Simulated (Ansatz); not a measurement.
**EuCd (Pm-3m): relaxing the cell for a phonon run**

Task: relax EuCd (Pm-3m) tightly.

Method: DFT PBEsol, scalar-relativistic, plane waves, PAW, in Ansatz 0.2.0.

Most raw output is cut from this account.

In doubt: warnings of the run leave room for a lower electronic state (step 3), so energies may not be the lowest and differences between runs may mislead.

**1. The structure**

Symmetry: Pm-3m, No. 221, cubic system. Conventional cell: a = 3.917 Å, b = 3.917 Å, c = 3.917 Å, α = 90.00°, β = 90.00°, γ = 90.00°. Eu has 8 Cd at 3.39 Å nearest. Nearest to Cd lie 8 Eu at 3.39 Å. Farther neighbours are not listed.

**2. A magnetic order at the starting cell, 2 atoms**

Phonons depend on the magnetic state, so simple orders are compared first, at the starting cell. This run starts ferromagnetic.

Input file input.yaml:

```yaml
crystal:
  lattice:
    - [3.91685441, 0.0, 0.0]
    - [0.0, 3.91685441, 0.0]
    - [0.0, 0.0, 3.91685441]
  atoms:
    - { symbol: Eu, position: [0.5, 0.5, 0.5], spin: 7.0 }
    - { symbol: Cd, position: [0.0, 0.0, 0.0] }
kpoints:
  mp_grid: { grid: [8, 8, 8] }
hamiltonian:
  xc: pbesol
scf:
  occupations: { method: gaussian, width: 0.05 }
  max_iter: 100
output:
  forces: true
  stress: true
  eigenvalues: true
  populations: true
magnetization:
  spin_polarized: true
```

Started as:

```
ansatz run input.yaml --threads 8 --pin off --max-ram 14336MiB --backend cpu --events-out ev --progress --plain --runs-dir out
```

Elapsed: 1.8 s, on 8 threads of Arm Neoverse V2, shared host; peak memory 0.47 GiB; 10 s of CPU time.

Numbers from this step:

* magnetization: 7.145 μB
* absolute magnetization: 7.147 μB
* site moments: 6.851, 0.04974 μB
* pressure: -2.110 GPa
* volume per atom: 30.05 Å³
* gap on the k-mesh: 0 eV

The cell carries a net spin moment of 7.15 μB and an absolute one of 7.15 μB.

**3. A magnetic order at the starting cell, 4 atoms**

Phonons depend on the magnetic state, so simple orders are compared first, at the starting cell. This run starts antiferromagnetic, q = (0.5, 0.5, 0.5).

System of this step: EuCd (Pm-3m). It takes space group Pm-3m (No. 221, cubic). The conventional cell has a = 3.917 Å, b = 3.917 Å, c = 3.917 Å, α = 90.00°, β = 90.00°, γ = 90.00°. Eu has 8 Cd at 3.39 Å nearest. Cd has 8 Eu at 3.39 Å nearest. Farther neighbours are not listed.

input.yaml, the sections that differ from step 2:

```yaml
crystal:
  lattice:
    - [3.91685441, 3.91685441, 0.0]
    - [3.91685441, 0.0, 3.91685441]
    - [3.91685441, 0.0, -3.91685441]
  atoms:
    - { symbol: Eu, position: [0.5, 0.25, 0.75], spin: 7.0 }
    - { symbol: Eu, position: [0.5, 0.75, 0.25], spin: -7.0 }
    - { symbol: Cd, position: [0.0, 0.0, 0.0] }
    - { symbol: Cd, position: [0.0, 0.5, 0.5] }
# kpoints, hamiltonian, scf, output, magnetization: as in step 2
```

Wall time 3.6 s (8 threads); peak memory 0.77 GiB.

This step gave:

```
absolute magnetization : 13.89 μB
site moments           : 6.810, -6.810, -1.51e-16, 1.51e-16 μB
pressure               : -2.054 GPa
```

The cell carries a net spin moment of 0.00 μB and an absolute one of 13.89 μB, so the moments cancel.

**4. A magnetic order at the starting cell, 4 atoms (run 2)**

Phonons depend on the magnetic state, so simple orders are compared first, at the starting cell. This run starts antiferromagnetic, q = (0, 0, 0.5).

input.yaml, the sections that differ from step 3:

```yaml
crystal:
  lattice:
    - [3.91685441, 0.0, 0.0]
    - [0.0, 3.91685441, 0.0]
    - [0.0, 0.0, 7.83370882]
  atoms:
    - { symbol: Eu, position: [0.5, 0.5, 0.25], spin: 7.0 }
    - { symbol: Eu, position: [0.5, 0.5, 0.75], spin: -7.0 }
    - { symbol: Cd, position: [0.0, 0.0, 0.0] }
    - { symbol: Cd, position: [0.0, 0.0, 0.5] }
kpoints:
  mp_grid: { grid: [8, 8, 4] }
# hamiltonian, scf, output, magnetization: as in step 3
```

The job ended after 5 s (8 threads; peak memory 0.84 GiB).

The cell carries a net spin moment of 0.00 μB and an absolute one of 14.14 μB, so the moments cancel.

**5. The orders compared**

An antiferromagnetic start is carried into the relaxation if it ends more than 3 meV per atom below the ferromagnetic start.

This step gave:

```yaml
start_carried_on: ferromagnetic
```

Orders, by row:

```tsv
starting order	atoms	energy from the first start (meV/atom)	largest moment (μB)	gap on mesh (eV)	net moment of the cell (μB)	order kept
ferromagnetic	2	0	6.85	0	7.15	yes
antiferromagnetic, q = (0.5, 0.5, 0.5)	4	2.4	6.81	0	0	yes
antiferromagnetic, q = (0, 0, 0.5)	4	0.7	6.84	0	0	yes
```

The start carried on is the ferromagnetic one.

**6. Probe on a coarse mesh**

First a cheap look: the gap decides the mesh and the occupations, the pressure tells how far the cell has to move.

System of this step: EuCd (Pm-3m). Symmetry: Pm-3m, No. 221, cubic system. Conventional cell: a = 3.917 Å, b = 3.917 Å, c = 3.917 Å, α = 90.00°, β = 90.00°, γ = 90.00°. Eu has 8 Cd at 3.39 Å nearest. Nearest to Cd lie 8 Eu at 3.39 Å. Farther neighbours are not listed.

input.yaml, the sections that differ from step 4:

```yaml
crystal:
  lattice:
    - [3.91685441, 0.0, 0.0]
    - [0.0, 3.91685441, 0.0]
    - [0.0, 0.0, 3.91685441]
  atoms:
    - { symbol: Eu, position: [0.5, 0.5, 0.5], spin: 7.0 }
    - { symbol: Cd, position: [0.0, 0.0, 0.0] }
kpoints:
  mp_grid: { grid: [6, 6, 6] }
scf:
  occupations: { method: gaussian, width: 0.1 }
  lower_state_search: "off"
# hamiltonian, output, magnetization: as in step 4
```

Wall time 1.3 s (8 threads); peak memory 0.39 GiB.

This step gave:

| Quantity | Value |
| --- | --- |
| magnetization | 6.975 μB |
| absolute magnetization | 6.986 μB |
| site moments | 6.803, 0.01145 μB |
| pressure | -2.130 GPa |

The coarse mesh shows no gap and a pressure of -2.1 GPa.

**7. Relaxation**

The cell and atoms are relaxed, since residual forces and stress would shift the frequencies.

Input file input.yaml:

```yaml
crystal:
  lattice:
    - [3.91685441, 0.0, 0.0]
    - [0.0, 3.91685441, 0.0]
    - [0.0, 0.0, 3.91685441]
  atoms:
    - { symbol: Eu, position: [0.5, 0.5, 0.5], spin: 7.48 }
    - { symbol: Cd, position: [0.0, 0.0, 0.0] }
kpoints:
  mp_grid: { grid: [12, 12, 12] }
hamiltonian:
  xc: pbesol
scf:
  occupations: { method: gaussian, width: 0.1 }
output:
  forces: true
  stress: true
  eigenvalues: true
  populations: true
  write_density: true
  write_potential: true
  elf: true
  volumetric_format: npy
magnetization:
  spin_polarized: true
relax:
  adjacent_minimum: "off"
  f_tol: 0.005
  max_steps: 80
  cell: { stress_tol: 0.05 }
```

It took 13 s on 8 threads; peak memory 0.58 GiB.

Relaxation path:

```tsv
step	energy less that of the first step (eV)	largest force component (eV/Å)	pressure (GPa)	volume (Å³)
1	0.0000	0.0000	-2.07	60.09
2	-0.0258	0.0000	-0.49	57.12
3	-0.0273	0.0000	0.07	56.26
4	-0.0273	0.0000	0.00	56.36
5*	-0.0258	0.0000	-0.01	56.36
```

Relaxation steps marked * repeat the geometry before them on a plane-wave basis chosen anew for their cell, so energy and pressure can jump there.

Forces are held to the 48 operations that the run works with; a distortion that breaks them can't arise in this run.

```tsv
conventional cell, symmetrised	before	after	change
a (Å)	3.917	3.834	-2.1 %
b (Å)	3.917	3.834	-2.1 %
c (Å)	3.917	3.834	-2.1 %
volume (Å³/atom)	30.05	28.18	-6.2 %
```

Final coordinates:

```
Eu Cd
1.0
     3.83414    0.00000    0.00000
     0.00000    3.83414    0.00000
     0.00000    0.00000    3.83414
Eu Cd
1 1
Direct
  0.50000 0.50000 0.50000
  0.00000 0.00000 0.00000
```

This step gave:

| Item | Value |
| --- | --- |
| magnetization | 7.063 μB |
| absolute magnetization | 7.065 μB |
| site moments | 6.806, 0.03706 μB |
| pressure | -0.008083 GPa |
| volume per atom | 28.18 Å³ |

Spin density in the ac plane at fractional y = 0.500, with atoms of Eu within 0.2 Å of it.

Values in e/Å³, 14 rows by 14 columns, each cell a mean:
```
 0  0  0  0  0  0  0  0  0  0  0  0  0  0
 0  0  0  0  0  0  0  0  0  0  0  0  0  0
 0  0  0  0  0  0  0  0  0  0  0  0  0  0
 0  0  0  0  0  0  0  0  0  0  0  0  0  0
 0  0  0  0  0  1  2  2  1  0  0  0  0  0
 0  0  0  0  0  2  7  9  5  1  0  0  0  0
 0  0  0  0  1  4 11 15  9  2  0  0  0  0
 0  0  0  0  0  3  8 11  7  2  0  0  0  0
 0  0  0  0  0  1  3  4  2  1  0  0  0  0
 0  0  0  0  0  0  0  1  0  0  0  0  0  0
 0  0  0  0  0  0  0  0  0  0  0  0  0  0
 0  0  0  0  0  0  0  0  0  0  0  0  0  0
 0  0  0  0  0  0  0  0  0  0  0  0  0  0
 0  0  0  0  0  0  0  0  0  0  0  0  0  0
```
Columns run along a (3.8 Å), rows up along c (3.8 Å). Atoms in or near the plane, at fractional coordinates: Eu at (0.50, 0.50).

ELF in the ac plane at fractional y = 0.500, with atoms of Eu within 0.2 Å of it. It is the smooth field of the valence electrons, not physical close to the nuclei.

Values, 14 rows by 14 columns, each cell a mean:
```
0.40 0.39 0.35 0.27 0.17 0.10 0.07 0.06 0.07 0.12 0.20 0.29 0.37 0.39
0.38 0.36 0.28 0.18 0.11 0.08 0.08 0.09 0.08 0.08 0.12 0.20 0.31 0.37
0.33 0.28 0.17 0.11 0.13 0.24 0.33 0.37 0.31 0.20 0.12 0.12 0.20 0.29
0.24 0.18 0.11 0.14 0.32 0.56 0.67 0.70 0.65 0.49 0.26 0.12 0.12 0.20
0.15 0.10 0.10 0.27 0.57 0.75 0.77 0.75 0.77 0.71 0.49 0.20 0.08 0.12
0.09 0.07 0.13 0.42 0.71 0.75 0.53 0.36 0.60 0.77 0.65 0.31 0.08 0.07
0.07 0.06 0.15 0.48 0.74 0.68 0.22 0.03 0.36 0.75 0.70 0.37 0.09 0.06
0.08 0.06 0.13 0.44 0.72 0.74 0.43 0.22 0.53 0.77 0.67 0.33 0.08 0.07
0.12 0.09 0.11 0.32 0.64 0.77 0.74 0.68 0.75 0.75 0.56 0.24 0.08 0.10
0.21 0.15 0.10 0.17 0.40 0.64 0.72 0.74 0.71 0.57 0.32 0.13 0.11 0.17
0.31 0.25 0.14 0.11 0.17 0.32 0.44 0.48 0.42 0.27 0.14 0.11 0.18 0.27
0.37 0.34 0.24 0.14 0.10 0.11 0.13 0.15 0.13 0.10 0.11 0.17 0.28 0.35
0.39 0.38 0.34 0.25 0.15 0.09 0.06 0.06 0.07 0.10 0.18 0.28 0.36 0.39
0.40 0.39 0.37 0.31 0.21 0.12 0.08 0.07 0.09 0.15 0.24 0.33 0.38 0.40
```
Columns run along a (3.8 Å), rows up along c (3.8 Å). Atoms in or near the plane, at fractional coordinates: Eu at (0.50, 0.50).

Valence density in the ac plane at fractional y = 0.500, with atoms of Eu within 0.2 Å of it. It is the smooth field of the valence electrons, not physical close to the nuclei.

Values in e/Å³, 14 rows by 14 columns, each cell a mean:
```
 0  0  0  0  0  0  0  0  0  0  0  0  0  0
 0  0  0  0  0  0  0  0  0  0  0  0  0  0
 0  0  0  0  0  0  0  0  0  0  0  0  0  0
 0  0  0  0  0  1  1  2  1  1  0  0  0  0
 0  0  0  0  1  2  4  4  3  2  1  0  0  0
 0  0  0  1  2  5  8 10  7  3  1  0  0  0
 0  0  0  1  2  6 11 14 10  4  2  0  0  0
 0  0  0  1  2  5  9 11  8  4  1  0  0  0
 0  0  0  0  1  3  5  6  5  2  1  0  0  0
 0  0  0  0  0  1  2  2  2  1  0  0  0  0
 0  0  0  0  0  0  1  1  1  0  0  0  0  0
 0  0  0  0  0  0  0  0  0  0  0  0  0  0
 0  0  0  0  0  0  0  0  0  0  0  0  0  0
 0  0  0  0  0  0  0  0  0  0  0  0  0  0
```
Columns run along a (3.8 Å), rows up along c (3.8 Å). Atoms in or near the plane, at fractional coordinates: Eu at (0.50, 0.50).

In this step the volume went from 30.05 to 28.18 Å³/atom.

**8. Relaxing to small forces for the phonons**

Phonons need a cell at rest on their own settings, so the relaxation is repeated with tight tolerances on forces and stress, using the mesh and the filling of the phonon run that follows.

Input file input.yaml:

```yaml
crystal:
  lattice:
    - [3.8341447601, 0.0, 0.0]
    - [0.0, 3.8341447601, 0.0]
    - [0.0, 0.0, 3.8341447601]
  atoms:
    - { symbol: Eu, position: [0.5, 0.5, 0.5], spin: 7.49 }
    - { symbol: Cd, position: [0.0, 0.0, 0.0] }
kpoints:
  mp_grid: { grid: [12, 12, 12] }
hamiltonian:
  xc: pbesol
scf:
  occupations: { method: gaussian, width: 0.15 }
output:
  forces: true
  stress: true
  eigenvalues: true
  populations: true
magnetization:
  spin_polarized: true
relax:
  adjacent_minimum: "off"
  f_tol: 0.001
  max_steps: 60
  cell: { stress_tol: 0.01 }
```

The job ended after 5.4 s (8 threads; peak memory 0.56 GiB).

Little changed from the start: no atom moved by 0.005 Å and no cell edge by 0.1 %.

Numbers from this step:

```yaml
magnetization: 7.056 μB
absolute_magnetization: 7.059 μB
site_moments: 6.802, 0.03631 μB
pressure: -0.003143 GPa
```

The forces vanish by symmetry and the pressure is -0.003 GPa, within the tolerances set. The cell now holds 28.18 Å³/atom.

**9. Summary of results**

```
space group after relaxation (within 0.01 Å) : Pm-3m
lattice constant a                           : 3.834 Å
lattice constant b                           : 3.834 Å
lattice constant c                           : 3.834 Å
volume per atom                              : 28.2 Å³
```

The forces vanish by symmetry and the pressure is -0.003 GPa, within the tolerances set. The cell now holds 28.18 Å³/atom. The relaxation keeps the symmetry of its start, so it says nothing on stability against lower symmetry. The magnetic state is the one that the run reached from its starting moments; a lower one was not ruled out. The 4f shell is treated without a U, so valence and screening may be off. Spin-orbit coupling is left out, which can matter for the heavy elements here.

[Logs are printed without paths, hosts, clocks, repeated set-up lines and the standing remarks that a program may print on its own settings, such as how far it seeks lower states.]

[Hosts, paths, dates, database ids (printed as entryN), source tags and the programs' standing remarks are cut or masked in the printed files.]
